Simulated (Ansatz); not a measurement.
## W chain started as a dimerised line: one chain at several levels of theory

How many channels does the W chain started as a dimerised line carry, and how sure is the answer?

Main program and level: Ansatz 0.2.0; DFT PBE, plane waves, PAW; relaxation of a chain's period, in the first sound run; inputs show where later runs differ.

## (1) Set-up

The cell holds 2 atoms: 2 W. Cell: a = 7.500 Å, b = 7.500 Å, c = 6.156 Å, α = 90.0°, β = 90.0°, γ = 90.0°. Vacuum lies along a and b. The structure's axis is c.

## (2) The relaxed wire, level PBE, cutoff 420 eV

Band widths follow the bond lengths, so the chain is relaxed first. The atoms and the third cell vector are free; the box across stays fixed as vacuum. Moments are seeded so that a magnetic state can form if it lies lower. A Fermi-Dirac smearing is set since the result may be a metal. The pressure printed is a third of the stress's trace over the whole box, vacuum included; only the stress along the axis is relaxed.

Input file input.yaml:

```yaml
crystal:
  lattice:
    - [7.5, 0.0, 0.0]
    - [0.0, 7.5, 0.0]
    - [0.0, 0.0, 6.156]
  atoms:
    - { symbol: W, position: [0.5, 0.5, 0.0], spin: 2.0 }
    - { symbol: W, position: [0.5, 0.5, 0.45], spin: 2.0 }
magnetization:
  spin_polarized: true
kpoints:
  mp_grid: { grid: [1, 1, 13] }
scf:
  occupations: { method: fermi_dirac, width: 0.05 }
hamiltonian:
  xc: pbe
relax:
  cell: { fix: [a, b, alpha, beta, gamma] }
  max_steps: 60
```

The run is started by

```bash
$ ansatz run input.yaml --threads 4 --pin off --max-ram 8192MiB --backend cpu --events-out ev --progress --plain --runs-dir out
```

Numbers of over 12 decimals in the logs are rounded to 6 here.

Log:

```text
Engine: ansatz 0.2.0, aarch64-unknown-linux-gnu
Pseudopotentials: kind: paw
Pseudopotential: W, paw, valence charge 14, recommended cutoff 420 eV (normal), W.paw.azcp
Functional definition: PBE
  parameter kappa = 0.804
  parameter beta = 0.066725
  exchange = pbe_x(kappa = kappa, mu = beta*pi^2/3)
  correlation = pbe_c(beta = beta)
Crystal: 2 atoms, lattice volume = 346.275 Å³
Basis set: ecut = 420 eV, 6733 PW (Γ), exchange–correlation on 108×108×90 points (8 copies of the dense FFT grid, shifted against one another)
Bands: 20, of which v1, the nominal top of the filled ones, is band 14 counted from 1 (13 counted from 0)
Symmetry: 16 space group operations
Space group: P4/mmm (ITA 123), of the structure as read, at distance tolerance 7.0e-5 Å
Magnetic group: BNS 123.339 (UNI 999), of the structure as read, at distance tolerance 7.0e-5 Å
k-points: 7 of 13
Non-local potential: W, projectors of the file, l = 0: 3, l = 1: 2, l = 2: 2, l = 3: 1
PAW form: soft (Blöchl's): semilocal exchange-correlation on the pseudo side does not see the compensation charge
PAW one-centre angular grid: W, 590 points (default); XC on 64 Gauss nodes
Initial density: superposition of atomic densities (neutral atoms: chi_scale 0, normalization atom)
Starting moments: Σ|m| = 4 μB on 2 of 2 sites
Initial wavefunctions: pseudopotential atomic-orbital guess
Functional: x = pbe(κ = 0.804, μ = 0.219515), c = pbe(β = 0.066725)
SCF iter   1: F=—  HF=-20755.301982 eV  |F-HF|=—  |Δ(HF+E_count)|=         —  Δρ=1.50e-2 (↑1.00e-2 ↓1.50e-2)  dr2=2.02e0  dr2_m=3.40e-1  M=4.116 μB ∫|m|=4.116 μB  β_m=0.30  ethr=3.10e-3  ⟨swp⟩=6.1  Hψ=2703  notcnv=0
Mixer restart at iter 1: flushing history
automatic band count: the SCF goes on with 24 bands, as 20 were too few: the levels above may hold too much charge
preconditioner: auto → LDOS  [metal: Δε(μ)=0.017 eV  Ē_g=3.364 eV  σ=0.050 eV  W_gap=0.09  n_scr=30 (ndim 8)  ℏωp=6.9 eV  f_vac=0.609  D(μ)=12.63/eV (n_scr^D=88)]
spin=Collinear: LDOS preconditioning applied to the charge; magnetization (m = ρ↑ − ρ↓) channel mixes plain (no charge-response kernel on spin).
SCF iter   2: F=—  HF=-20755.091620 eV  |F-HF|=—  |Δ(HF+E_count)|=   2.10e-1  Δρ=1.03e-2 (↑7.40e-3 ↓1.03e-2)  dr2=5.70e-1  dr2_m=1.96e-1  M=4.368 μB ∫|m|=4.369 μB  β_m=0.49  ethr=3.10e-3  ⟨swp⟩=2.2  Hψ=627  notcnv=0  defer=17
SCF iter   3: F=—  HF=-20755.237322 eV  |F-HF|=—  |Δ(HF+E_count)|=   1.46e-1  Δρ=4.83e-3 (↑4.83e-3 ↓4.47e-3)  dr2=4.59e-2  dr2_m=5.91e-2  M=4.930 μB ∫|m|=4.939 μB  β_m=0.75  ethr=2.04e-3  ⟨swp⟩=2.2  Hψ=546  notcnv=0  defer=17
SCF iter   4: F=—  HF=-20755.664831 eV  |F-HF|=—  |Δ(HF+E_count)|=         —  Δρ=8.91e-3 (↑8.91e-3 ↓8.56e-3)  dr2=1.64e-1  dr2_m=2.06e-1  M=6.677 μB ∫|m|=6.677 μB  β_m=1.00  ethr=1.64e-4  ⟨swp⟩=3.5  Hψ=860  notcnv=0  defer=20
Mixer restart at iter 4: flushing history
SCF iter   5: F=—  HF=-20755.641148 eV  |F-HF|=—  |Δ(HF+E_count)|=   2.37e-2  Δρ=2.24e-3 (↑2.24e-3 ↓1.59e-3)  dr2=7.02e-2  dr2_m=4.06e-3  M=6.625 μB ∫|m|=6.625 μB  β_m=0.75  ethr=1.79e-4  ⟨swp⟩=3.3  Hψ=793  notcnv=0  defer=20
SCF iter   6: F=—  HF=-20755.648377 eV  |F-HF|=—  |Δ(HF+E_count)|=   7.23e-3  Δρ=2.38e-3 (↑2.25e-3 ↓2.38e-3)  dr2=5.19e-2  dr2_m=1.38e-2  M=7.044 μB ∫|m|=7.044 μB  β_m=0.59  ethr=1.79e-4  ⟨swp⟩=2.8  Hψ=768  notcnv=0  defer=18
SCF iter   7: F=—  HF=-20755.635317 eV  |F-HF|=—  |Δ(HF+E_count)|=   1.31e-2  Δρ=1.14e-3 (↑9.30e-4 ↓1.14e-3)  dr2=2.30e-3  dr2_m=3.16e-3  M=6.980 μB ∫|m|=6.980 μB  β_m=0.67  ethr=1.79e-4  ⟨swp⟩=2.0  Hψ=553  notcnv=0  defer=23
SCF iter   8: F=—  HF=-20755.639128 eV  |F-HF|=—  |Δ(HF+E_count)|=   3.81e-3  Δρ=7.60e-4 (↑7.38e-4 ↓7.60e-4)  dr2=2.37e-3  dr2_m=1.66e-3  M=7.177 μB ∫|m|=7.177 μB  β_m=0.59  ethr=8.23e-6  ⟨swp⟩=2.0  Hψ=614  notcnv=0  defer=23
SCF iter   9: F=—  HF=-20755.640467 eV  |F-HF|=—  |Δ(HF+E_count)|=   1.34e-3  Δρ=3.91e-4 (↑3.91e-4 ↓2.98e-4)  dr2=1.31e-4  dr2_m=3.59e-4  M=7.354 μB ∫|m|=7.354 μB  β_m=0.93  ethr=8.23e-6  ⟨swp⟩=2.0  Hψ=610  notcnv=0  defer=23
SCF iter  10: F=—  HF=-20755.641751 eV  |F-HF|=—  |Δ(HF+E_count)|=   1.28e-3  Δρ=1.03e-4 (↑1.03e-4 ↓9.62e-5)  dr2=3.13e-5  dr2_m=2.11e-5  M=7.625 μB ∫|m|=7.625 μB  β_m=0.86  ethr=4.67e-7  ⟨swp⟩=3.5  Hψ=817  notcnv=0  defer=34
SCF iter  11: F=—  HF=-20755.641771 eV  |F-HF|=—  |Δ(HF+E_count)|=   1.94e-5  Δρ=3.02e-5 (↑3.02e-5 ↓2.72e-5)  dr2=2.15e-6  dr2_m=2.14e-6  M=7.647 μB ∫|m|=7.647 μB  β_m=0.93  ethr=1.12e-7  ⟨swp⟩=2.0  Hψ=551  notcnv=0  defer=34
SCF iter  12: F=—  HF=-20755.641777 eV  |F-HF|=—  |Δ(HF+E_count)|=   6.03e-6  Δρ=1.24e-5 (↑1.24e-5 ↓1.17e-5)  dr2=1.02e-6  dr2_m=3.96e-7  M=7.663 μB ∫|m|=7.664 μB  β_m=0.94  ethr=7.68e-9  ⟨swp⟩=3.2  Hψ=624  notcnv=0  defer=34
SCF iter  13: F=—  HF=-20755.641777 eV  |F-HF|=—  |Δ(HF+E_count)|=   5.20e-8  Δρ=3.95e-6 (↑3.66e-6 ↓3.95e-6)  dr2=1.36e-8  dr2_m=4.40e-8  M=7.659 μB ∫|m|=7.659 μB  β_m=0.97  ethr=3.64e-9  ⟨swp⟩=2.0  Hψ=519  notcnv=0  defer=34
SCF iter  14: F=-20755.641777 eV  HF=-20755.641777 eV  |F-HF|=4.00e-10  |Δ(HF+E_count)|=   7.98e-8  Δρ=8.93e-7 (↑5.15e-7 ↓8.93e-7)  dr2=4.05e-9  dr2_m=1.37e-9  M=7.661 μB ∫|m|=7.661 μB  ethr=4.87e-11  ⟨swp⟩=1.8  Hψ=1088  notcnv=0
SCF 1 converged in 14 iterations: F = -20755.641777 eV  dr2 = 4.05e-9
  greatest PAW one-centre occupation: 1.000 electrons in one spin orbital (limit 2), on the W atom at site 1 (counted from 0), in its partial waves of l = 0
relax step   1: F+E_penalty+E_count = -20755.64177688 eV  Δ(F+E_penalty+E_count) = +0.000e0 eV  max|allowed force component| = 2.624e-1 eV/Å  Δτ_max = 0.0000 Å  P = -1.527 GPa  Ω = 346.275 Å³  fix = [a, b, alpha, beta, gamma]  reactions: a -0.154, b -0.154 GPa  (14 SCF iters, dr2 threshold 1.00e-7 eV, accepted)
Crystal: 2 atoms, lattice volume = 329.343 Å³
Basis set: ecut = 420 eV, 6443 PW (Γ), exchange–correlation on 108×108×90 points (8 copies of the dense FFT grid, shifted against one another)
Bands: 24, of which v1, the nominal top of the filled ones, is band 14 counted from 1 (13 counted from 0)
Initial density: handed on by an earlier stage of this run
Starting moments: Σ|m| = 4 μB on 2 of 2 sites; this step starts from the density that it was given
Initial wavefunctions: those handed on with the density
iter 1 solved again at ethr=2.50e-4 eV; its pass at ethr=3.10e-3 eV (dr2=6.99e-2 eV) is discarded
SCF iter   1: F=—  HF=-20756.169904 eV  |F-HF|=—  |Δ(HF+E_count)|=         —  Δρ=6.62e-3 (↑5.58e-3 ↓6.62e-3)  dr2=6.74e-2  dr2_m=1.03e-1  M=6.580 μB ∫|m|=6.580 μB  β_m=0.30  ethr=2.50e-4  ⟨swp⟩=1.2  Hψ=1914  notcnv=0
[...]
relax step   7: F+E_penalty+E_count = -20758.73539836 eV  Δ(F+E_penalty+E_count) = +5.532e-2 eV  max|allowed force component| = 1.947e0 eV/Å  Δτ_max = 0.0547 Å  P = -1.254 GPa  Ω = 285.507 Å³  energy of the carried Pulay correction = +1.973e-3 eV  fix = [a, b, alpha, beta, gamma]  (15 SCF iters, rejected (line search))
relax step   8: F+E_penalty+E_count = -20758.89483531 eV  Δ(F+E_penalty+E_count) = -1.041e-1 eV  max|allowed force component| = 6.573e-1 eV/Å  Δτ_max = 0.0402 Å  P = -0.187 GPa  Ω = 275.578 Å³  energy of the carried Pulay correction = +2.364e-3 eV  fix = [a, b, alpha, beta, gamma]  reactions: a -0.233, b -0.233 GPa  (11 SCF iters, accepted)
relax step   9: F+E_penalty+E_count = -20758.89924344 eV  Δ(F+E_penalty+E_count) = -4.408e-3 eV  max|allowed force component| = 3.425e-1 eV/Å  Δτ_max = 0.0346 Å  P = +0.253 GPa  Ω = 268.283 Å³  energy of the carried Pulay correction = +2.666e-3 eV  fix = [a, b, alpha, beta, gamma]  reactions: a -0.236, b -0.236 GPa  (7 SCF iters, dr2 threshold 2.00e-7 eV, accepted)
relax step  10: F+E_penalty+E_count = -20758.90923942 eV  Δ(F+E_penalty+E_count) = -9.996e-3 eV  max|allowed force component| = 3.664e-2 eV/Å  Δτ_max = 0.0090 Å  P = -0.119 GPa  Ω = 271.390 Å³  energy of the carried Pulay correction = +2.535e-3 eV  fix = [a, b, alpha, beta, gamma]  reactions: a -0.235, b -0.235 GPa  (8 SCF iters, dr2 threshold 2.00e-7 eV, accepted)
relax step  11: F+E_penalty+E_count = -20758.90931260 eV  Δ(F+E_penalty+E_count) = -7.318e-5 eV  max|allowed force component| = 4.585e-3 eV/Å  Δτ_max = 0.0009 Å  P = -0.161 GPa  Ω = 271.747 Å³  energy of the carried Pulay correction = +2.521e-3 eV  fix = [a, b, alpha, beta, gamma]  reactions: a -0.234, b -0.234 GPa  (5 SCF iters, dr2 threshold 8.39e-8 eV, accepted)
Basis set: ecut = 420 eV, 5281 PW (Γ), exchange–correlation on 108×108×72 points (8 copies of the dense FFT grid, shifted against one another)
Initial wavefunctions: pseudopotential atomic-orbital guess (no wavefunctions were taken with the density)
iter 1 solved again at ethr=5.76e-7 eV; its pass at ethr=3.10e-3 eV (dr2=1.61e-4 eV) is discarded
SCF iter   1: F=—  HF=-20758.908372 eV  |F-HF|=—  |Δ(HF+E_count)|=         —  Δρ=5.23e-5 (↑5.23e-5 ↓5.23e-5)  dr2=4.13e-6  dr2_m=5.98e-12  M=0.000 μB ∫|m|=0.000 μB  β_m=0.65  ethr=5.76e-7  ⟨swp⟩=3.6  Hψ=2490  notcnv=0
preconditioner: auto → Resta (q_TF=auto, 1.868 Å⁻¹)  ε∞=3.4  [insulator: Δε(μ)=0.654 eV  Ē_g=4.991 eV  σ=0.050 eV  W_gap=1.00  n_scr=30 (ndim 8)  ℏωp=7.8 eV  f_vac=0.633  D(μ)=0.03/eV (n_scr^D=0)  ε∞_Penn≈3.4  vacuum switching on, ρ_ref=1.8e-3 e/Å³]
spin=Collinear: Resta preconditioning applied to the charge; magnetization (m = ρ↑ − ρ↓) channel mixes plain (no charge-response kernel on spin).
SCF iter   2: F=—  HF=-20758.908198 eV  |F-HF|=—  |Δ(HF+E_count)|=   1.74e-4  Δρ=1.93e-5 (↑1.93e-5 ↓1.93e-5)  dr2=5.21e-7  dr2_m=1.58e-12  M=0.000 μB ∫|m|=0.000 μB  β_m=0.61  ethr=1.48e-8  ⟨swp⟩=3.0  Hψ=536  notcnv=0
SCF iter   3: F=—  HF=-20758.908199 eV  |F-HF|=—  |Δ(HF+E_count)|=   8.75e-7  Δρ=3.73e-6 (↑3.73e-6 ↓3.72e-6)  dr2=3.93e-8  dr2_m=2.92e-13  M=0.000 μB ∫|m|=0.000 μB  β_m=0.72  ethr=1.86e-9  ⟨swp⟩=2.6  Hψ=492  notcnv=0
SCF iter   4: F=—  HF=-20758.908199 eV  |F-HF|=—  |Δ(HF+E_count)|=   5.74e-8  Δρ=4.32e-7 (↑4.32e-7 ↓4.28e-7)  dr2=2.89e-9  dr2_m=4.17e-14  M=0.000 μB ∫|m|=0.000 μB  β_m=0.80  ethr=1.40e-10  ⟨swp⟩=2.3  Hψ=444  notcnv=0
SCF iter   5: F=—  HF=-20758.908199 eV  |F-HF|=—  |Δ(HF+E_count)|=  6.55e-11  Δρ=8.58e-8 (↑8.52e-8 ↓8.58e-8)  dr2=2.35e-10  dr2_m=6.82e-15  M=0.000 μB ∫|m|=0.000 μB  β_m=0.84  ethr=1.03e-11  ⟨swp⟩=2.0  Hψ=422  notcnv=0
SCF iter   6: F=—  HF=-20758.908199 eV  |F-HF|=—  |Δ(HF+E_count)|=  5.28e-10  Δρ=4.12e-8 (↑4.12e-8 ↓4.11e-8)  dr2=2.95e-11  dr2_m=1.29e-15  M=0.000 μB ∫|m|=0.000 μB  β_m=0.92  ethr=1.00e-12  ⟨swp⟩=2.0  Hψ=412  notcnv=0
SCF iter   7: F=—  HF=-20758.908199 eV  |F-HF|=—  |Δ(HF+E_count)|=  6.55e-11  Δρ=6.72e-9 (↑6.72e-9 ↓6.70e-9)  dr2=4.47e-13  dr2_m=2.15e-16  M=0.000 μB ∫|m|=0.000 μB  β_m=0.96  ethr=1.00e-12  ⟨swp⟩=1.0  Hψ=336  notcnv=0
SCF iter   8: F=-20758.908199 eV  HF=-20758.908199 eV  |F-HF|=1.09e-11  |Δ(HF+E_count)|=  1.09e-11  Δρ=2.97e-9 (↑2.97e-9 ↓2.95e-9)  dr2=9.66e-14  dr2_m=1.77e-18  M=0.000 μB ∫|m|=0.000 μB  ethr=1.00e-12  ⟨swp⟩=4.0  Hψ=1168  notcnv=0
the starting moments were not kept: the SCF closed with an absolute magnetisation of 1.8e-9 μB, where they sum to 4 μB in size (2 sites). That is at most 0.1 of that sum. Measured as dr2_m measures the in/out step, that magnetisation stands 2.4e-19 eV from none, at or under the dr2_threshold of 2.0e-11 eV: it is no larger than a step whose dr2_m would equal this threshold.
SCF 12 converged in 8 iterations: F = -20758.908199 eV  dr2 = 9.66e-14
relax step  12: F+E_penalty+E_count = -20758.90819910 eV  Δ(F+E_penalty+E_count) = +1.113e-3 eV  max|allowed force component| = 2.461e-3 eV/Å  Δτ_max = 0.0000 Å  P = -0.163 GPa  Ω = 271.747 Å³  fix = [a, b, alpha, beta, gamma]  reactions: a -0.237, b -0.237 GPa  stress off target by 1.61e-2 GPa on what of the cell is left free  SCF on the basis re-selected at this cell (its energy is not comparable with the rows above)  (8 SCF iters)
basis re-selected at this cell: Δ(F+E_penalty+E_count) = +1.113e-3 eV, ΔP = -0.003 GPa vs the last step (what re-selecting the basis moved, of the pressure what is left beyond the Pulay correction that the steps carried, after the strain that the cell walked since its last selection, with what the two solves' SCF thresholds leave and, on support functions, any second-order correction that the steps lacked; it is no measure of the basis error at this ecutwfc). The dense FFT grid was sized anew with the basis: this SCF ran on 54×54×36 points, the steps before it on 54×54×45, so part of this shift can come from that change (see relax.cell in the input reference). [rest of the remark cut]
SCF converged after 8 iterations
Magnetization: 0.0000 μB (14.0000 up, 14.0000 down)
Absolute magnetization: 0.0000 μB (∫|ρ↑−ρ↓|, with the PAW one-centre terms)
Spin contamination: 0.0000 ħ² per cell (⟨S²⟩ above its minimum at these occupations)
Per-site moments (μB) at R_I (Å): [(6.067434541212085e-11, 0.824829), (6.06743151473427e-11, 0.824829)]
Free energy (F): -20758.908199 eV
Harris-Foulkes:  -20758.908199 eV  (|F-HF|=1.09e-11)
Internal energy: -20758.907655 eV  (E = F + TS)
E sigma→0 (E₀):  -20758.907927 eV
Entropy (-TS):   -0.000544 eV (-0.272 meV/atom)
Fermi energy:    -0.963554 eV
--- Per-component energies (eV) ---
  E_band       = -800.154197
  E_kinetic    = 898.695084
  E_local      = -5822.063634  (includes V_loc(G=0)·N_el)
  E_nonlocal   = 14.908160
  E_hartree    = 2414.023348
  E_xc         = -524.380441
  E_vxc        = -464.787598  (∫ρ·V_xc dr)
  E_paw        = -17129.315826  (= ΣΔE_a)
  E_vpaw       = -254.952792  (= ΣTr[D̂ρ^β])
  E_aug_tail   = -0.000126  (compensation charges beyond the density's cutoff)
  E_ewald      = -610.774221
  E_smearing   = -0.000544  (= −TS)
  E_closure    = 0.000000  (closes the sum)
  Σ components = -20758.908199   (vs F -20758.908199, Δ=0.00e0)
--- Forces (eV/Å), atoms counted from 1 ---
  atom   1  W      0.00000000    -0.00000000     0.00246125
  atom   2  W      0.00000000    -0.00000000    -0.00246125
  max |Σ_I F_I| component: 1.01e-28 eV/Å
--- Stress (GPa, compression-positive) ---
       -0.236801       0.000000       0.000000
        0.000000      -0.236801       0.000000
        0.000000       0.000000      -0.016055
  P = ⅓ Tr σ = -0.1632 GPa (-1.632 kbar)
--- Relaxed structure (11 steps of the walk, 9 accepted, 1 SCFs on fresh bases) ---
  F+E_penalty+E_count = -20758.90819910 eV   max|allowed force component| = 2.461e-3 eV/Å   (the final SCF, on the basis selected at the relaxed cell)
  cell:  # Å, volume = 271.7473 Å³
    - [7.5, 0.0, 0.0]
    - [0.0, 7.5, 0.0]
    - [0.0, 0.0, 4.831063]
  atoms:
    - { symbol: W, position: [0.5, 0.5, 0.018049] }
    - { symbol: W, position: [0.5, 0.5, 0.431951] }
```

The job ended after 24 s (4 threads of Arm Neoverse V2, shared host; peak memory 0.63 GiB; 89 s of CPU time).

Step by step:

```
step  energy less that of the first step (eV)  largest force component (eV/Å)  pressure (GPa)  volume (Å³)
   1                                   0.0000                          0.2624           -1.53       346.27
   2                                  -0.4907                          1.4019           -1.87       329.34
   3                                  -1.3840                          3.3457           -2.38       312.26
   4                                  -3.0464                          0.8406           -1.00       295.41
   5                                  -3.1489                          3.2202            0.54       278.54
   6                                  -3.1153                          2.2086            0.10       261.64
   7                                  -3.0936                          1.9469           -1.25       285.51
   8                                  -3.2531                          0.6573           -0.19       275.58
   9                                  -3.2575                          0.3425            0.25       268.28
  10                                  -3.2675                          0.0366           -0.12       271.39
  11                                  -3.2675                          0.0046           -0.16       271.75
 12*                                  -3.2664                          0.0025           -0.16       271.75
```

Relaxation steps marked * repeat the geometry before them on a plane-wave basis chosen anew for their cell, so energy and pressure can jump there. Relaxation steps 6, 7 were tried and not accepted.

Forces are held to the 16 operations that the run works with; a distortion that breaks them can't arise in this run.

```
cell as run  before  after   change
      c (Å)   6.156  4.831  -21.5 %
```

The atoms that moved most (Å, along periodic axes as changes of fractional coordinates times the final cell, across vacuum about the mean position):

| atom | dx | dy | dz | length |
| --- | --- | --- | --- | --- |
| W1 | 0.000 | 0.000 | 0.087 | 0.087 |
| W2 | 0.000 | 0.000 | -0.087 | 0.087 |

The relaxed structure:

```xyz
2
Lattice="7.5000 0.0000 0.0000 0.0000 7.5000 0.0000 0.0000 0.0000 4.8311" Properties=species:S:1:pos:R:3
W     3.7500    3.7500    0.0872
W     3.7500    3.7500    2.0868
```

This step gave:

```
energy at zero smearing    : -20758.9079 eV
cell length along the wire : 4.831 Å
```

The cell's length comes to 4.831 Å with no moment. That is -22 % against the start, more than a small adjustment.

[end of part 1 of 4]

[Logs are printed without paths, hosts, clocks, repeated set-up lines and the standing remarks that a program may print on its own settings, such as how far it seeks lower states.]

[Hosts, paths, dates, database ids (printed as entryN), source tags and the programs' standing remarks are cut or masked in the printed files.]
